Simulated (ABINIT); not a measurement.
# Quasiparticle gap of CsH (Pm-3m) in ABINIT, part 3 of 3

How does a plane-wave GW calculation on CsH (Pm-3m) run from the first input to the gap?

ABINIT 10.8.3; LDA and many-body steps on it, plane waves. Known limits of the many-body steps: not at the basis limit; no spin-orbit coupling; coarse k mesh.

So far. Step 3 (Bands along the symmetry lines): The gap is 2.297 eV, as in the run before at this level. Step 4 (Empty states on the mesh, 4×4×4 mesh, 45 bands): On this mesh the gap is 2.297 eV.

## 5. Screening, 4×4×4 mesh, 41 bands, screening to 106.1 eV

The RPA dielectric matrix is built and inverted for each q.

This step: RPA screening on LDA, plane waves, norm-conserving pseudopotentials.

The input, run.abi:

```
acell 3*1.0 Angstrom
rprim 
  3.818408540000 0.000000000000 0.000000000000
  0.000000000000 3.818408540000 0.000000000000
  0.000000000000 0.000000000000 3.818408540000
ntypat 2
znucl 55 1
natom 2
typat 1 2
xred 
  0.000000000000 0.000000000000 0.000000000000
  0.500000000000 0.500000000000 0.500000000000
pp_dirpath "pseudos"
pseudos "Cs.upf, H.upf"
ecut 31
ngkpt 4 4 4
nshiftk 1
shiftk 0 0 0
kptopt 1
chksymbreak 0
istwfk *1
occopt 1
irdwfk 1
optdriver 3
nband 41
ecuteps 3.9
inclvkb 2
awtr 1
symchi 1
indata_prefix "in"
outdata_prefix "out"
tmpdata_prefix "tmp"
```

On the command line:

```sh
> OMP_NUM_THREADS=1 mpirun -n 4 abinit run.abi > log
```

Numbers of over 12 decimals in the logs are rounded to 6 here.

What it wrote:

```text
.Version 10.8.3 of ABINIT. v10.8.2 released Aug 2026.

 Symmetries : space group Pm -3 m (#221); Bravais cP (primitive cubic)
[... echo of the input left out ...]
== DATASET  1 ==================================================================
-   mpi_nproc: 4, omp_nthreads: 1 (-1 if OMP is not activated)

--- !DatasetInfo
iteration_state: {dtset: 1, }
dimensions: {natom: 2, nkpt: 10, mband: 41, nsppol: 1, nspinor: 1, nspden: 1, mpw: 3136, }
cutoff_energies: {ecut:  31.0, pawecutdg:  -1.0, }
electrons: {nelect:   1.00000000E+01, charge:   0.00000000E+00, occopt:   1.00000000E+00, tsmear:   1.00000000E-02, }

 SCREENING: Calculation of the susceptibility and dielectric matrices

 Based on a program developped by R.W. Godby, V. Olevano, G. Onida, and L. Reining.
 Incorporated in ABINIT by V. Olevano, G.-M. Rignanese, and M. Torrent.
.Using double precision arithmetic ; gwpc =  8

[... cell and pseudopotentials left out ...]
--------------------------------------------------------------------------------

 ==== K-mesh for the wavefunctions ====
 Number of points in the irreducible wedge :    10
[... list of points left out ...]
 Together with 48 symmetry operations and time-reversal symmetry
 yields    64 points in the full Brillouin Zone.

 ==== Q-mesh for the screening function ====
 Number of points in the irreducible wedge :    10
[... list of points left out ...]
 Together with 48 symmetry operations and time-reversal symmetry
 yields    64 points in the full Brillouin Zone.

 setmesh: FFT mesh size selected  =    25x   25x   25
          total number of points  =        15625

 vcoul_init : cutoff-mode = AUXILIARY_FUNCTION
 q-points for optical limit:   1
     1)      0.000010    0.000020    0.000030

- screening: taking advantage of time-reversal symmetry
- Maximum band index for partially occupied states nbvw = 5
- Remaining bands to be divided among processors   nbcw = 36
- Number of bands treated by each node ~9

 Number of electrons calculated from density =   10.0000; Expected =   10.0000
 average of density, n =  0.026617
 r_s =    2.0777
 omega_plasma =   15.7374 [eV]

 calculating chi0 at frequencies [eV] :
  1    0.000000E+00    0.000000E+00
  2    0.000000E+00    1.573743E+01

--------------------------------------------------------------------------------
  q-point number  1        q = ( 0.000000, 0.000000, 0.000000) [r.l.u.]
--------------------------------------------------------------------------------
[... chi0 elements left out ...]
 For q-point:  0.000010 0.000020 0.000030
  dielectric constant =   3.8337
  dielectric constant without local fields =   4.3566

  Average fulfillment of the sum rule on Im[epsilon] for q-point    1 :     68.25  [%]
[... wings left out ...]
  q-point number  2        q = ( 0.250000, 0.000000, 0.000000) [r.l.u.]
--------------------------------------------------------------------------------
[... chi0 elements left out ...]
  Average fulfillment of the sum rule on Im[epsilon] for q-point    2 :     94.23  [%]

 [... 8 further q-points ...]
```

Run time: 10 s. Hardware: 4 MPI ranks of Arm Neoverse N1, shared host; peak memory 0.51 GiB.

This step gave:

| Item | Value |
| --- | --- |
| ε∞ with local fields, on this mesh, along the program's q direction | 3.834 |
| the same without local fields | 4.357 |
| plasma frequency | 15.74 eV |
| plane waves in the screening matrix | 147 |

Local fields lower ε∞ by 12 %. On a Γ-centred mesh this coarse the value itself is usually too large, while a short band sum pulls it down.

## 6. Self-energy, 4×4×4 mesh, 41 bands, screening to 106.1 eV

The self-energy is evaluated for the states that the input lists, and the levels follow from it, in one-shot runs by the linearised quasiparticle equation.

This step: G0W0 on LDA, plane waves, norm-conserving pseudopotentials.

Changes to run.abi since step 5:

```diff
@@ -23,8 +23,19 @@
 irdwfk 1
-optdriver 3
+optdriver 4
 nband 41
+gwcalctyp 0
+ecutsigx 31
+symsigma 1
+nkptgw 3
+kptgw 
+  0.5000000000 0.5000000000 0.5000000000
+  0.5000000000 0.0000000000 0.0000000000
+  0.0000000000 0.0000000000 0.0000000000
+bdgw 
+  2 8
+  3 7
+  2 7
 ecuteps 3.9
-inclvkb 2
-awtr 1
-symchi 1
+irdscr 1
+ppmodel 1
 indata_prefix "in"
```

What it wrote:

```text
.Version 10.8.3 of ABINIT. v10.8.2 released Aug 2026.

 Symmetries : space group Pm -3 m (#221); Bravais cP (primitive cubic)
[... echo of the input left out ...]
== DATASET  1 ==================================================================
-   mpi_nproc: 4, omp_nthreads: 1 (-1 if OMP is not activated)

--- !DatasetInfo
iteration_state: {dtset: 1, }
dimensions: {natom: 2, nkpt: 10, mband: 41, nsppol: 1, nspinor: 1, nspden: 1, mpw: 3136, }
cutoff_energies: {ecut:  31.0, pawecutdg:  -1.0, }
electrons: {nelect:   1.00000000E+01, charge:   0.00000000E+00, occopt:   1.00000000E+00, tsmear:   1.00000000E-02, }

 SIGMA: Calculation of the GW corrections

 Based on a program developped by R.W. Godby, V. Olevano, G. Onida, and L. Reining.
 Incorporated in ABINIT by V. Olevano, G.-M. Rignanese, and M. Torrent.
.Using double precision arithmetic ; gwpc =  8

[... cell and pseudopotentials left out ...]
--------------------------------------------------------------------------------

 ==== K-mesh for the wavefunctions ====
 Number of points in the irreducible wedge :    10
[... list of points left out ...]
 Together with 48 symmetry operations and time-reversal symmetry
 yields    64 points in the full Brillouin Zone.

 ==== Q-mesh for screening function ====
 Number of points in the irreducible wedge :    10
[... list of points left out ...]
 Together with 48 symmetry operations and time-reversal symmetry
 yields    64 points in the full Brillouin Zone.

 vcoul_init : cutoff-mode = AUXILIARY_FUNCTION
 q-points for optical limit:   1
     1)      0.000010    0.000020    0.000030
 setmesh: FFT mesh size selected  =    40x   40x   40
          total number of points  =        64000

 Number of electrons calculated from density =   10.0000; Expected =   10.0000
 average of density, n =  0.026617
 r_s =    2.0777
 omega_plasma =   15.7374 [eV]

 === KS Band Gaps ===
  >>>> For spin  1
   Minimum direct gap =   2.4881 [eV], located at k-point      :   0.5000  0.5000  0.5000
   Fundamental gap    =   2.2974 [eV], Top of valence bands at :   0.5000  0.5000  0.5000
                                       Bottom of conduction at :   0.5000  0.0000  0.0000
 SIGMA fundamental parameters:
 PLASMON POLE MODEL  1
 number of plane-waves for SigmaX                 3071
 number of plane-waves for SigmaC and W            147
 number of plane-waves for wavefunctions          3071
 number of bands                                    41
 number of independent spin polarizations            1
 number of spinorial components                      1
 number of k-points in IBZ                          10
 number of q-points in IBZ                          10
 number of symmetry operations                      48
 number of k-points in BZ                           64
 number of q-points in BZ                           64
 number of frequencies for dSigma/dE                 9
 frequency step for dSigma/dE [eV]                0.25
 number of omega for Sigma on real axis              0
 max omega for Sigma on real axis  [eV]           0.00
 zcut for avoiding poles [eV]                     0.10

 EPSILON^-1 parameters (SCR file):
 dimension of the eps^-1 matrix on file            147
 dimension of the eps^-1 matrix used               147
 number of plane-waves for wavefunctions          3071
 number of bands                                    41
 number of q-points in IBZ                          10
 number of frequencies                               2
 number of real frequencies                          1
 number of imag frequencies                          1

 matrix elements of self-energy operator (all in [eV])

 Perturbative Calculation

--- !SelfEnergy_ee
iteration_state: {dtset: 1, }
kpoint     : [   0.500,    0.500,    0.500, ]
spin       : 1
KS_gap     :    2.488
QP_gap     :    4.400
Delta_QP_KS:    1.912
data: !SigmaeeData |
     Band     E0 <VxcDFT>   SigX SigC(E0)      Z dSigC/dE  Sig(E)    E-E0       E
        2  -6.265 -12.525 -17.202   2.936   0.774  -0.293 -13.872  -1.347  -7.611
        3  -6.265 -12.525 -17.202   2.936   0.774  -0.293 -13.872  -1.347  -7.611
        4  -6.265 -12.525 -17.202   2.936   0.774  -0.293 -13.872  -1.347  -7.611
        5   2.652  -9.762 -12.821   1.796   0.772  -0.295 -10.738  -0.976   1.677
        6   5.141  -7.818  -3.689  -2.994   0.825  -0.213  -6.882   0.936   6.077
        7   5.141  -7.818  -3.689  -2.994   0.825  -0.213  -6.882   0.936   6.077
        8   5.141  -7.818  -3.689  -2.994   0.825  -0.213  -6.882   0.936   6.077

--- !SelfEnergy_ee
iteration_state: {dtset: 1, }
kpoint     : [   0.500,    0.000,    0.000, ]
spin       : 1
KS_gap     :    2.559
QP_gap     :    4.560
Delta_QP_KS:    2.000
data: !SigmaeeData |
     Band     E0 <VxcDFT>   SigX SigC(E0)      Z dSigC/dE  Sig(E)    E-E0       E
        3  -5.102 -13.267 -17.637   2.731   0.783  -0.276 -14.552  -1.284  -6.386
        4  -5.102 -13.267 -17.637   2.731   0.783  -0.276 -14.552  -1.284  -6.386
        5   2.391 -10.032 -13.255   1.913   0.775  -0.291 -11.046  -1.015   1.376
[...]
--- !SelfEnergy_ee
iteration_state: {dtset: 1, }
kpoint     : [   0.000,    0.000,    0.000, ]
spin       : 1
KS_gap     :    5.220
QP_gap     :    7.450
Delta_QP_KS:    2.230
data: !SigmaeeData |
     Band     E0 <VxcDFT>   SigX SigC(E0)      Z dSigC/dE  Sig(E)    E-E0       E
[...]
3  -5.262 -13.128 -17.540   2.759   0.781  -0.280 -14.419  -1.292  -6.554
        4  -5.262 -13.128 -17.540   2.759   0.781  -0.280 -14.419  -1.292  -6.554
        5   0.539  -8.712 -12.293   2.194   0.766  -0.306  -9.774  -1.062  -0.523
        6   5.759  -8.498  -3.789  -3.284   0.820  -0.220  -7.329   1.168   6.927
        7   5.759  -8.498  -3.789  -3.284   0.820  -0.220  -7.329   1.168   6.927

== END DATASET(S) ==============================================================
================================================================================

 -outvars: echo values of variables after computation  --------
           etotal      0.0000000000E+00
            nband          41
             nkpt          10
          spgroup         221
 [... the other variables as echoed above ...]

 Calculation completed.
```

Run time: 8.8 s. Hardware: 4 MPI ranks; peak memory 0.6 GiB.

Numbers from this step:

| Quantity | Value |
| --- | --- |
| G0W0 gap on the points computed | 4.259 eV |
| starting gap on the mesh | 2.297 eV |
| k of the valence top | 0.5, 0.5, 0.5 |
| k of the conduction bottom | 0.5, 0, 0 |
| Z at the valence top | 0.772 |
| Z at the conduction bottom | 0.827 |
| least direct G0W0 gap on the computed points | 4.4 eV |

The gap on the mesh goes from 2.30 eV to 4.26 eV, a correction of +1.96 eV.

Limits: finite bands, cutoff and mesh; no spin-orbit coupling; coarse k mesh. v1 is the top filled band, c1 the lowest empty one. The levels before and after the correction (eV, zero at the valence-band top of each column):

```
           conduction bottom  valence top
Kohn-Sham               2.30         0.00
     G0W0               4.26         0.00
```

```
                         level  energy (eV)
Kohn-Sham  (0.5 0.5 0.5) v4-v2       -8.917
Kohn-Sham     (0.5 0.5 0.5) v1        0.000
Kohn-Sham  (0.5 0.5 0.5) c1-c3        2.488
Kohn-Sham      (0.5 0 0) v3-v2       -7.754
Kohn-Sham         (0.5 0 0) v1       -0.262
Kohn-Sham         (0.5 0 0) c1        2.297
Kohn-Sham         (0.5 0 0) c2        3.906
     G0W0  (0.5 0.5 0.5) v4-v2       -9.288
     G0W0     (0.5 0.5 0.5) v1        0.000
     G0W0  (0.5 0.5 0.5) c1-c3        4.400
     G0W0      (0.5 0 0) v3-v2       -8.063
     G0W0         (0.5 0 0) v1       -0.301
     G0W0         (0.5 0 0) c1        4.259
     G0W0         (0.5 0 0) c2        6.155
```

## 7. Where the time went

Times are wall times on 4 MPI ranks of Arm Neoverse N1, shared host, good to a factor of about two.

```
                          step   time  share  memory (GiB)
                  ground state   10 s   16 %           0.3
bands along the symmetry lines   19 s   30 %          0.29
      empty states on the mesh   15 s   24 %          0.29
                     screening   10 s   16 %          0.51
                   self-energy  8.8 s   14 %           0.6
```

## 8. Outcome

| Item | Value |
| --- | --- |
| LDA gap | 2.30 eV, indirect |
| G0W0 gap on the mesh | 4.26 eV |
| GW settings | 4×4×4 mesh, 41 bands, screening to 106.1 eV, Godby-Needs plasmon pole |
| known limits | not at the basis limit; no spin-orbit coupling; coarse k mesh |

What this shows: G0W0 moves the gap on the mesh from 2.30 eV to 4.26 eV (+1.96 eV), with Z of 0.77 and 0.83 at the edges. Local fields lower the RPA ε∞ on this mesh from 4.36 to 3.83; a Γ-centred mesh this coarse tends to raise both, most where the direct gap is narrow, while a short band sum lowers them. Only 3 of the mesh's irreducible points were corrected, so a valley elsewhere could overtake. Bands and cutoff are finite, so the gap is not at the basis limit. The miss can reach some tenths of an eV and take either sign; the mesh is an error of its own. In the G0W0 run levels were corrected at 3 k points alone, so a gap called «on the mesh» is the least over those, and an edge elsewhere would be missed. The 4×4×4 mesh is coarse for this cell, which bears on the long-range parts of exchange and screening. The many-body steps are scalar-relativistic: spin-orbit coupling is not in them.

[Paths, hosts, dates, memory and timing lines, banners, echoed tables and standing remarks are left out of the program output.]

[Logs are printed without paths, hosts, clocks, repeated set-up lines and the standing remarks that a program may print on its own settings, such as how far it seeks lower states.]

[Runs of the session that timed out or met a known fault of the program may be left out.]

[Hosts, paths, dates, database ids (printed as entryN), source tags and the programs' standing remarks are cut or masked in the printed files.]

[G0W0 gaps are taken among the corrected bands and points alone; a level outside them can change the order at an edge.]

[Where Ansatz stands beside ABINIT at settings called matched, ABINIT's density can come from a denser mesh and the files from another edition; pairs whose starting gaps differed by over 0.03 eV were left out, so agreement reads better than it is.]
